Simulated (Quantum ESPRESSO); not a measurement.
# BaZrO3 (Pm-3m): modes at Γ and the response to a field

Which modes does BaZrO3 (Pm-3m) have at the zone centre?

Method: DFT LDA, scalar-relativistic, plane waves, PseudoDojo norm-conserving pseudopotentials, in Quantum ESPRESSO 7.5.

The experiments to compare with:

For BaZrO3, cubic perovskite (undoped submicron crystals from molten salt synthesis), “Excitation-Dependent Photoluminescence of BaZrO3:Eu3+ Crystals” (2022, pmc:9457899) gives, by XRD Rietveld refinement: lattice constant a (a, undoped) 4.1947 ± 0.0002 Å [submicron molten-salt powder; measurement temperature not stated].

For BaZrO3, cubic perovskite (ceramic, earlier study, 300 K), “Broadband dielectric spectroscopy of Ba(Zr,Ti)O3: dynamics of relaxors and diffuse ferroelectrics” (2013, arxiv:1312.3131) quotes earlier work: static dielectric constant (static permittivity) about 36 [polycrystalline ceramic; value quoted from the authors' earlier paper].

### Step 1. Set-up

The structure is cubic, space group Pm-3m (No. 221). Conventional cell: a = 4.191 Å, b = 4.191 Å, c = 4.191 Å, α = 90.00°, β = 90.00°, γ = 90.00°. Ba has 12 O at 2.96 Å nearest. Zr has 6 O at 2.10 Å nearest. O has 2 Zr at 2.10 Å and 4 Ba at 2.96 Å nearest. Farther neighbours and most contacts between anions are not listed.

Structure file:

```cif
data_structure
_symmetry_space_group_name_H-M 'Pm-3m'
_symmetry_Int_Tables_number 221
_cell_length_a 4.1913
_cell_length_b 4.1913
_cell_length_c 4.1913
_cell_angle_alpha 90.000
_cell_angle_beta 90.000
_cell_angle_gamma 90.000
_cell_volume 73.63
loop_
_atom_site_label
_atom_site_type_symbol
_atom_site_symmetry_multiplicity
_atom_site_Wyckoff_symbol
_atom_site_fract_x
_atom_site_fract_y
_atom_site_fract_z
_atom_site_occupancy
Ba1 Ba 1 a 0.00000 0.00000 0.00000 1
Zr1 Zr 1 b 0.50000 0.50000 0.50000 1
O1 O 3 c 0.00000 0.50000 0.50000 1
```

### Step 2. A first look

Before anything dear is run, a loose run with smearing shows whether this is a metal and how far the cell is from rest.

Input file probe.in:

```
 &control
    calculation='scf',
    prefix='x',
    outdir='./tmp',
    pseudo_dir='./pseudo',
    tprnfor=.true.,
    tstress=.true.,
    verbosity='high',
 /
 &system
    ibrav=1,
    celldm(1)=7.9204847,
    nat=5,
    ntyp=3,
    ecutwfc=72.0,
    occupations='smearing',
    smearing='gaussian',
    degauss=0.01,
 /
 &electrons
    conv_thr=1.0d-07,
    mixing_beta=0.7,
    electron_maxstep=100,
 /
ATOMIC_SPECIES
 Ba    137.3270  Ba.upf
 Zr     91.2240  Zr.upf
 O      15.9990  O.upf
ATOMIC_POSITIONS crystal
 Ba     0.000000000   0.000000000   0.000000000
 Zr     0.500000000   0.500000000   0.500000000
 O      0.000000000   0.500000000   0.500000000
 O      0.500000000   0.000000000   0.500000000
 O      0.500000000   0.500000000   0.000000000
K_POINTS automatic
 4 4 4 0 0 0
```

On the command line:

```
$ OMP_NUM_THREADS=1 mpirun -n 4 pw.x -nk 4 -in probe.in > probe.out
```

The program printed:

```text
[banners, grids, parts of the stress and lines that vanish by symmetry left out]
Program PWSCF v.7.5
     bravais-lattice index     =            1
     lattice parameter (alat)  =       7.9205  a.u.
[...]
kinetic-energy cutoff     =      72.0000  Ry
     charge density cutoff     =     288.0000  Ry
     scf convergence threshold =      1.0E-07
[...]
Exchange-correlation= SLA  PW   NOGX NOGC
                           (   1   4   0   0   0   0   0)
[...]
48 Sym. Ops., with inversion, found
[...]
(     0          1          0      )
                  (     0          0          1      )
[...]
(  0.0000000  1.0000000  0.0000000 )
                  (  0.0000000  0.0000000  1.0000000 )
[...]
(     0         -1          0      )
                  (     0          0          1      )
[...]
( -1.0000000  0.0000000  0.0000000 )
                  (  0.0000000  1.0000000  0.0000000 )
[...]
number of k points=    10  Gaussian smearing, width (Ry)=  0.0100
[...]
End of self-consistent calculation
[...]
the Fermi energy is    11.0384 ev
!    total energy              =    -257.52240248 Ry
[...]
convergence has been achieved in   9 iterations
[...]
atom    1 type  1   force =     0.00000000    0.00000000    0.00000000
     atom    2 type  2   force =     0.00000000    0.00000000    0.00000000
     atom    3 type  3   force =     0.00000000    0.00000000    0.00000000
     atom    4 type  3   force =     0.00000000    0.00000000    0.00000000
     atom    5 type  3   force =     0.00000000    0.00000000    0.00000000
[...]
Total force =     0.000000     Total SCF correction =     0.000000
[...]
total   stress  (Ry/bohr**3)                   (kbar)     P=      -56.48
[...]
XML data file, charge density, pseudopotentials, collected wavefunctions

   JOB DONE.
```

Run time: 7.9 s. Hardware: 4 MPI ranks of Arm Neoverse V1, shared host.

Read from the output:

- volume per atom: 14.73 Å³
- pressure: -5.648 GPa
- gap on the k-mesh: 3.105 eV

A gap of 3.1 eV opens on this mesh, so the crystal is taken as an insulator; the start stands at -5.6 GPa.

### Step 3. Relaxing the cell and atoms

The harmonic expansion starts where the forces on the atoms vanish, and stress shifts the frequencies, so cell and atoms are relaxed with tight thresholds.

Input file relax.in:

```
 &control
    calculation='vc-relax',
    prefix='x',
    outdir='./tmp',
    pseudo_dir='./pseudo',
    tprnfor=.true.,
    tstress=.true.,
    forc_conv_thr=2.0d-05,
    etot_conv_thr=1.0d-07,
    nstep=40,
 /
 &system
    ibrav=1,
    celldm(1)=7.9204847,
    nat=5,
    ntyp=3,
    ecutwfc=72.0,
    occupations='fixed',
    nbnd=22,
 /
 &electrons
    conv_thr=1.0d-11,
    mixing_beta=0.7,
    electron_maxstep=100,
 /
 &ions
 /
 &cell
    press_conv_thr=0.2,
 /
ATOMIC_SPECIES
 Ba    137.3270  Ba.upf
 Zr     91.2240  Zr.upf
 O      15.9990  O.upf
ATOMIC_POSITIONS crystal
 Ba     0.000000000   0.000000000   0.000000000
 Zr     0.500000000   0.500000000   0.500000000
 O      0.000000000   0.500000000   0.500000000
 O      0.500000000   0.000000000   0.500000000
 O      0.500000000   0.500000000   0.000000000
K_POINTS automatic
 6 6 6 0 0 0
```

On the command line:

```
$ OMP_NUM_THREADS=1 mpirun -n 4 pw.x -nk 4 -in relax.in > relax.out
```

The program printed:

```text
[banners, grids, parts of the stress and lines that vanish by symmetry left out]
[banner, memory and clock lines left out]
Program PWSCF v.7.5

[...]
kinetic-energy cutoff     =      72.0000  Ry
     charge density cutoff     =     288.0000  Ry
     scf convergence threshold =      1.0E-11
[...]
energy convergence thresh.=      1.0E-07
     force convergence thresh. =      2.0E-05
     press convergence thresh. =      2.0E-01
     Exchange-correlation= SLA  PW   NOGX NOGC
                           (   1   4   0   0   0   0   0)
[...]
48 Sym. Ops., with inversion, found
[...]
number of k points=    20
[...]
End of self-consistent calculation
[...]
highest occupied, lowest unoccupied level (ev):     9.5476   12.6579
!    total energy              =    -257.52312298 Ry
[...]
convergence has been achieved in  16 iterations
[...]
atom    1 type  1   force =     0.00000000    0.00000000    0.00000000
     atom    2 type  2   force =     0.00000000    0.00000000    0.00000000
     atom    3 type  3   force =     0.00000000    0.00000000    0.00000000
     atom    4 type  3   force =     0.00000000    0.00000000    0.00000000
     atom    5 type  3   force =     0.00000000    0.00000000    0.00000000
     Total force =     0.000000     Total SCF correction =     0.000000
[...]
total   stress  (Ry/bohr**3)                   (kbar)     P=      -56.67
[...]
number of bfgs steps    =   0
[...]
CELL_PARAMETERS (alat=  7.92048470)
[...]
ATOMIC_POSITIONS (crystal)
Ba               0.0000000000        0.0000000000        0.0000000000
Zr               0.5000000000        0.5000000000        0.5000000000
O                0.0000000000        0.5000000000        0.5000000000
O                0.5000000000        0.0000000000        0.5000000000
[...]
New effective cutoffs (rho, wfc):  293.21   73.39
[...]
End of self-consistent calculation
[...]
highest occupied, lowest unoccupied level (ev):     9.9390   13.1100
!    total energy              =    -257.52628052 Ry
[...]
convergence has been achieved in   8 iterations
[...]
atom    1 type  1   force =     0.00000000    0.00000000    0.00000000
     atom    2 type  2   force =     0.00000000    0.00000000    0.00000000
     atom    3 type  3   force =     0.00000000    0.00000000    0.00000000
     atom    4 type  3   force =     0.00000000    0.00000000    0.00000000
     atom    5 type  3   force =     0.00000000    0.00000000    0.00000000
     Total force =     0.000000     Total SCF correction =     0.000000
[...]
total   stress  (Ry/bohr**3)                   (kbar)     P=       -7.44
[...]
number of bfgs steps    =   1
[...]
CELL_PARAMETERS (alat=  7.92048470)
[...]
ATOMIC_POSITIONS (crystal)
[...]
New effective cutoffs (rho, wfc):  294.06   73.60
[...]
End of self-consistent calculation
[...]
highest occupied, lowest unoccupied level (ev):     9.9981   13.1780
!    total energy              =    -257.52633062 Ry
[...]
convergence has been achieved in   9 iterations
[...]
atom    1 type  1   force =     0.00000000    0.00000000    0.00000000
     atom    2 type  2   force =     0.00000000    0.00000000    0.00000000
     atom    3 type  3   force =     0.00000000    0.00000000    0.00000000
     atom    4 type  3   force =     0.00000000    0.00000000    0.00000000
[...]
Total force =     0.000000     Total SCF correction =     0.000000
[...]
total   stress  (Ry/bohr**3)                   (kbar)     P=        0.38
[...]
number of bfgs steps    =   2
[...]
CELL_PARAMETERS (alat=  7.92048470)
[...]
ATOMIC_POSITIONS (crystal)
[...]
New effective cutoffs (rho, wfc):  294.01   73.59
[...]
End of self-consistent calculation
[...]
highest occupied, lowest unoccupied level (ev):     9.9952   13.1747
!    total energy              =    -257.52633075 Ry
[...]
convergence has been achieved in   6 iterations
[...]
Total force =     0.000000     Total SCF correction =     0.000000
[...]
total   stress  (Ry/bohr**3)                   (kbar)     P=       -0.00
[...]
number of bfgs steps    =   3
[...]
small trust_radius: resetting bfgs history
[...]
CELL_PARAMETERS (alat=  7.92048470)
[...]
ATOMIC_POSITIONS (crystal)
[...]
New effective cutoffs (rho, wfc):  294.01   73.59
[...]
End of self-consistent calculation
[...]
highest occupied, lowest unoccupied level (ev):     9.9953   13.1747
!    total energy              =    -257.52633075 Ry
[...]
convergence has been achieved in   3 iterations
[...]
atom    3 type  3   force =     0.00000000    0.00000000    0.00000000
     atom    4 type  3   force =     0.00000000    0.00000000    0.00000000
     atom    5 type  3   force =     0.00000000    0.00000000    0.00000000
     Total force =     0.000000     Total SCF correction =     0.000000
[...]
total   stress  (Ry/bohr**3)                   (kbar)     P=       -0.00
[...]
bfgs converged in   5 scf cycles and   4 bfgs steps
[...]
End of BFGS Geometry Optimization
     Final enthalpy           =    -257.5263307510 Ry
     File ./tmp/x.bfgs deleted, as requested
[...]
CELL_PARAMETERS (alat=  7.92048470)
[...]
ATOMIC_POSITIONS (crystal)
[...]
O                0.5000000000        0.0000000000        0.5000000000
O                0.5000000000        0.5000000000        0.0000000000
[...]
Final scf calculation at the relaxed structure.
[...]
kinetic-energy cutoff     =      72.0000  Ry
     charge density cutoff     =     288.0000  Ry
     scf convergence threshold =      1.0E-13
[...]
press convergence thresh. =      2.0E-01
     Exchange-correlation= SLA  PW   NOGX NOGC
                           (   1   4   0   0   0   0   0)
[...]
48 Sym. Ops., with inversion, found
[...]
number of k points=    20
[...]
End of self-consistent calculation
[...]
highest occupied, lowest unoccupied level (ev):     9.9951   13.1747
!    total energy              =    -257.52560493 Ry
[...]
convergence has been achieved in  17 iterations
[...]
atom    1 type  1   force =     0.00000000    0.00000000    0.00000000
     atom    2 type  2   force =     0.00000000    0.00000000    0.00000000
     atom    3 type  3   force =     0.00000000    0.00000000    0.00000000
     atom    4 type  3   force =     0.00000000    0.00000000    0.00000000
     atom    5 type  3   force =     0.00000000    0.00000000    0.00000000
     Total force =     0.000000     Total SCF correction =     0.000000
[...]
total   stress  (Ry/bohr**3)                   (kbar)     P=       -2.27
[...]
XML data file, charge density, pseudopotentials, collected wavefunctions
```

Wall time 79 s (4 MPI ranks); 5 min of CPU time.

Step by step:

```tsv
step	energy less that of the first step (eV)	largest force (eV/Å)	pressure (GPa)	volume (Å³)
1	0.0000	0.0000	-5.67	73.63
2	-0.0430	0.0000	-0.74	71.52
3	-0.0436	0.0000	0.04	71.22
4	-0.0436	0.0000	0.00	71.23
5	-0.0436	0.0000	0.00	71.23
6	-0.0338	0.0000	-0.23	71.23
```

```tsv
conventional cell, symmetrised	before	after	change
a (Å)	4.191	4.145	-1.1 %
b (Å)	4.191	4.145	-1.1 %
c (Å)	4.191	4.145	-1.1 %
volume (Å³/atom)	14.73	14.25	-3.3 %
```

The relaxed structure:

```xyz
5
Lattice="4.1453 0.0000 0.0000 0.0000 4.1453 0.0000 0.0000 0.0000 4.1453" Properties=species:S:1:pos:R:3 pbc="T T T"
Ba    0.0000    0.0000    0.0000
Zr    2.0726    2.0726    2.0726
O     0.0000    2.0726    2.0726
O     2.0726    0.0000    2.0726
O     2.0726    2.0726    0.0000
```

The last row of the table of steps is pw.x's closing run on a basis chosen anew for the final cell, so its energy can jump.

This step gave:

```yaml
volume_per_atom: 14.25 Å³
pressure: -0.227 GPa
gap_on_the_k_mesh: 3.180 eV
```

The volume changes by -3.3 % from the cell with which this run began.

### Step 4. Relaxing the cell and atoms

A variable-cell run keeps the plane waves of its start, so its end shows a stress on a fresh basis; a second run from that cell removes it.

Changes to relax.in since step 3:

```diff
@@ -13,3 +13,3 @@
     ibrav=1,
-    celldm(1)=7.9204847,
+    celldm(1)=7.83346727,
     nat=5,
```

The program printed:

```text
[banners, grids, parts of the stress and lines that vanish by symmetry left out]
[banner, memory and clock lines left out]
Program PWSCF v.7.5

[...]
kinetic-energy cutoff     =      72.0000  Ry
     charge density cutoff     =     288.0000  Ry
     scf convergence threshold =      1.0E-11
[...]
energy convergence thresh.=      1.0E-07
     force convergence thresh. =      2.0E-05
     press convergence thresh. =      2.0E-01
     Exchange-correlation= SLA  PW   NOGX NOGC
                           (   1   4   0   0   0   0   0)
[...]
48 Sym. Ops., with inversion, found
[...]
number of k points=    20
[...]
End of self-consistent calculation
[...]
highest occupied, lowest unoccupied level (ev):     9.9951   13.1747
!    total energy              =    -257.52560493 Ry
[...]
convergence has been achieved in  14 iterations
[...]
atom    1 type  1   force =     0.00000000    0.00000000    0.00000000
     atom    2 type  2   force =     0.00000000    0.00000000    0.00000000
     atom    3 type  3   force =     0.00000000    0.00000000    0.00000000
     atom    4 type  3   force =     0.00000000    0.00000000    0.00000000
     atom    5 type  3   force =     0.00000000    0.00000000    0.00000000
     Total force =     0.000000     Total SCF correction =     0.000000
[...]
total   stress  (Ry/bohr**3)                   (kbar)     P=       -2.27
[...]
number of bfgs steps    =   0
[...]
CELL_PARAMETERS (alat=  7.83346727)
[...]
ATOMIC_POSITIONS (crystal)
Ba               0.0000000000        0.0000000000        0.0000000000
Zr               0.5000000000        0.5000000000        0.5000000000
O                0.0000000000        0.5000000000        0.5000000000
O                0.5000000000        0.0000000000        0.5000000000
[...]
New effective cutoffs (rho, wfc):  287.16   72.02
[...]
End of self-consistent calculation
[...]
highest occupied, lowest unoccupied level (ev):    10.0110   13.1930
!    total energy              =    -257.52560947 Ry
[...]
convergence has been achieved in   6 iterations
[...]
atom    1 type  1   force =     0.00000000    0.00000000    0.00000000
     atom    2 type  2   force =     0.00000000    0.00000000    0.00000000
     atom    3 type  3   force =     0.00000000    0.00000000    0.00000000
     atom    4 type  3   force =     0.00000000    0.00000000    0.00000000
     atom    5 type  3   force =     0.00000000    0.00000000    0.00000000
     Total force =     0.000000     Total SCF correction =     0.000000
[...]
total   stress  (Ry/bohr**3)                   (kbar)     P=       -0.13
[...]
number of bfgs steps    =   1
[...]
CELL_PARAMETERS (alat=  7.83346727)
[...]
ATOMIC_POSITIONS (crystal)
[...]
New effective cutoffs (rho, wfc):  287.17   72.03
[...]
End of self-consistent calculation
[...]
highest occupied, lowest unoccupied level (ev):    10.0119   13.1941
!    total energy              =    -257.52560949 Ry
[...]
convergence has been achieved in   6 iterations
[...]
atom    1 type  1   force =     0.00000000    0.00000000    0.00000000
     atom    2 type  2   force =     0.00000000    0.00000000    0.00000000
     atom    3 type  3   force =     0.00000000    0.00000000    0.00000000
     atom    4 type  3   force =     0.00000000    0.00000000    0.00000000
     atom    5 type  3   force =     0.00000000    0.00000000    0.00000000
     Total force =     0.000000     Total SCF correction =     0.000000
[...]
total   stress  (Ry/bohr**3)                   (kbar)     P=        0.00
[...]
bfgs converged in   3 scf cycles and   2 bfgs steps
[...]
End of BFGS Geometry Optimization
     Final enthalpy           =    -257.5256094868 Ry
     File ./tmp/x.bfgs deleted, as requested
[...]
CELL_PARAMETERS (alat=  7.83346727)
[...]
ATOMIC_POSITIONS (crystal)
[...]
O                0.5000000000        0.0000000000        0.5000000000
O                0.5000000000        0.5000000000        0.0000000000
[...]
Final scf calculation at the relaxed structure.
[...]
kinetic-energy cutoff     =      72.0000  Ry
     charge density cutoff     =     288.0000  Ry
     scf convergence threshold =      1.0E-13
[...]
press convergence thresh. =      2.0E-01
     Exchange-correlation= SLA  PW   NOGX NOGC
                           (   1   4   0   0   0   0   0)
[...]
48 Sym. Ops., with inversion, found
[...]
number of k points=    20
[...]
End of self-consistent calculation
[...]
highest occupied, lowest unoccupied level (ev):    10.0119   13.1941
!    total energy              =    -257.52559070 Ry
[...]
convergence has been achieved in  20 iterations
[...]
atom    1 type  1   force =     0.00000000    0.00000000    0.00000000
     atom    2 type  2   force =     0.00000000    0.00000000    0.00000000
     atom    3 type  3   force =     0.00000000    0.00000000    0.00000000
     atom    4 type  3   force =     0.00000000    0.00000000    0.00000000
     atom    5 type  3   force =     0.00000000    0.00000000    0.00000000
     Total force =     0.000000     Total SCF correction =     0.000000
[...]
total   stress  (Ry/bohr**3)                   (kbar)     P=       -0.06
[...]
XML data file, charge density, pseudopotentials, collected wavefunctions
```

The job ended after 1.7 min (4 MPI ranks; 5.3 min of CPU time).

Little changed from the start: no atom moved by 0.005 Å and no cell edge by 0.1 %.

The last row of the table of steps is pw.x's closing run on a basis chosen anew for the final cell, so its energy can jump.

Numbers from this step:

```
volume per atom   : 14.23 Å³
pressure          : -0.006000 GPa
gap on the k-mesh : 3.182 eV
```

### Step 5. Ground state

The response is built on this ground state, so it is converged far tighter than an energy would need. With a gap, occupations are fixed, which also allows the response to an electric field.

Input file scf.in:

```
 &control
    calculation='scf',
    prefix='x',
    outdir='./tmp',
    pseudo_dir='./pseudo',
    tprnfor=.true.,
    tstress=.true.,
 /
 &system
    ibrav=1,
    celldm(1)=7.83025844,
    nat=5,
    ntyp=3,
    ecutwfc=72.0,
    occupations='fixed',
    nbnd=22,
 /
 &electrons
    conv_thr=1.0d-12,
    mixing_beta=0.7,
    electron_maxstep=100,
 /
ATOMIC_SPECIES
 Ba    137.3270  Ba.upf
 Zr     91.2240  Zr.upf
 O      15.9990  O.upf
ATOMIC_POSITIONS crystal
 Ba     0.000000000   0.000000000   0.000000000
 Zr     0.500000000   0.500000000   0.500000000
 O      0.000000000   0.500000000   0.500000000
 O      0.500000000   0.000000000   0.500000000
 O      0.500000000   0.500000000   0.000000000
K_POINTS automatic
 6 6 6 0 0 0
```

On the command line:

```
$ OMP_NUM_THREADS=1 mpirun -n 4 pw.x -nk 4 -in scf.in > scf.out
```

The program printed:

```text
[banners, grids, parts of the stress and lines that vanish by symmetry left out]
[banner, memory and clock lines left out]
Program PWSCF v.7.5

[...]
kinetic-energy cutoff     =      72.0000  Ry
     charge density cutoff     =     288.0000  Ry
     scf convergence threshold =      1.0E-12
[...]
Exchange-correlation= SLA  PW   NOGX NOGC
                           (   1   4   0   0   0   0   0)
[...]
48 Sym. Ops., with inversion, found
[...]
number of k points=    20
[...]
End of self-consistent calculation
[...]
highest occupied, lowest unoccupied level (ev):    10.0119   13.1941
!    total energy              =    -257.52559070 Ry
[...]
convergence has been achieved in  15 iterations
[...]
atom    1 type  1   force =     0.00000000    0.00000000    0.00000000
     atom    2 type  2   force =     0.00000000    0.00000000    0.00000000
     atom    3 type  3   force =     0.00000000    0.00000000    0.00000000
     atom    4 type  3   force =     0.00000000    0.00000000    0.00000000
     atom    5 type  3   force =     0.00000000    0.00000000    0.00000000
     Total force =     0.000000     Total SCF correction =     0.000000
[...]
total   stress  (Ry/bohr**3)                   (kbar)     P=       -0.05
[...]
XML data file, charge density, pseudopotentials, collected wavefunctions
```

It took 34 s on 4 MPI ranks.

Numbers from this step:

| Item | Value |
| --- | --- |
| pressure | -0.005 GPa |

The cell stands at -0.005 GPa, close enough for phonons.

(Continued in part 2 of 3.)

[Host names and launcher messages were left out of these logs when they were recorded.]

[Logs are printed without paths, hosts, clocks, repeated set-up lines and the standing remarks that a program may print on its own settings, such as how far it seeks lower states.]

[Hosts, paths, dates, database ids (printed as entryN), source tags and the programs' standing remarks are cut or masked in the printed files.]
